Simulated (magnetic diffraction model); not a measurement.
# TiNiCl6 below its ordering temperature

Space group R-3 (no. 148), a = 6.4230 Å, c = 17.2380 Å.

| site | atom | x | y | z |
| --- | --- | --- | --- | --- |
| 3b | Ni | 1/3 | 2/3 | 1/6 |
| 3a | Ti | 0 | 0 | 0 |
| 18f | Cl | 0.6245 | 0.9935 | 0.2489 |

This is a made-up structure (elements placed in a structure type, unrelaxed), so the numbers test the method and describe no known phase.

Only Ni is taken to order (form factors of Ni2+); orders and moment sizes are assumed, and not adapted to the symmetry. Radiation: neutrons of λ = 2.36 Å, 5° to 55°; isotropic B of 0.84 Å² (Ni), 0.67 Å² (Ti) and 0.86 Å² (Cl). The intensities are simulated: I ∝ L Σ (|F_N|² + |F_M⊥|²) for unpolarised neutrons, with F_M = 2.695 fm/μB × Σ f(s) S exp(2πi Q·r) exp(−B s²) at Q = H ± k (one set where k and −k are equivalent), only the part normal to Q counting and L = 1/(sin²θ cos θ). For collinear order S is the moment m, which repeats by lattice and centring translations R with the sign exp(−2πi k·R). Form factors are spin-only for 3d ions and dipole or tabulated for f ions, scattering lengths are Sears's of 1992, and absorption is left out. A label names one of the reflections at its angle. The strongest nuclear line in the range is 100, and lines under 0.2 are left out.

Above the ordering temperature:

```csv
2θ (°),index,I
23.70,(0 0 3),6.4
25.76,(1 0 1),16.8
29.25,(0 1 2),11.8
43.11,(1 1 0),11.5
47.49,(0 1 5),3.7
48.50,(0 0 6),19.0
49.79,(1 1 3),100.0
50.90,(0 2 1),3.0
52.95,(2 0 2),2.3
```

Below it (cell unchanged):

```csv
2θ (°),I
12.80,1.4
23.23,0.5
23.70,6.4
24.30,0.4
25.76,16.8
29.25,11.8
30.38,0.3
32.84,0.3
38.38,0.2
39.07,0.2
42.04,0.2
43.11,11.5
47.49,3.7
48.50,19.0
49.79,100.0
50.90,3.0
52.95,2.3
```

**Question.** Check that the new lines index with k = (1/2 0 1/2), then choose among these models:
A. collinear moments along [100], 1.64 μB on Ni
B. collinear moments along [120], 1.64 μB on Ni
C. collinear moments along [101], 1.64 μB on Ni

The new lines index as (1/2 0 1/2) at 12.80°, (1/2 0 -5/2) at 23.23° and (1/2 -1 3/2) at 24.30°, that is as H ± k with k = (1/2 0 1/2), one of 3 inequivalent arms of its star (k and −k counted as one), which a powder can't tell apart. Half indices mean that the moments reverse under translations with k·R a half-integer, and the magnetic cell has twice the primitive volume.

Magnetic intensity, observed (below minus above) and for each model:

| 2θ (°) | index | observed | A | B | C |
| --- | --- | --- | --- | --- | --- |
| 12.80 | (1/2 0 1/2) | 1.4 | 0.6 | 1.4 | 1.2 |
| 24.30 | (1/2 -1 3/2) | 0.4 | 0.8 | 0.4 | 0.7 |

Model B matches.

The structure used: k = (1/2 0 1/2), collinear moments along [120], 1.64 μB on Ni.

[Logs are printed without paths, hosts, clocks, repeated set-up lines and the standing remarks that a program may print on its own settings, such as how far it seeks lower states.]
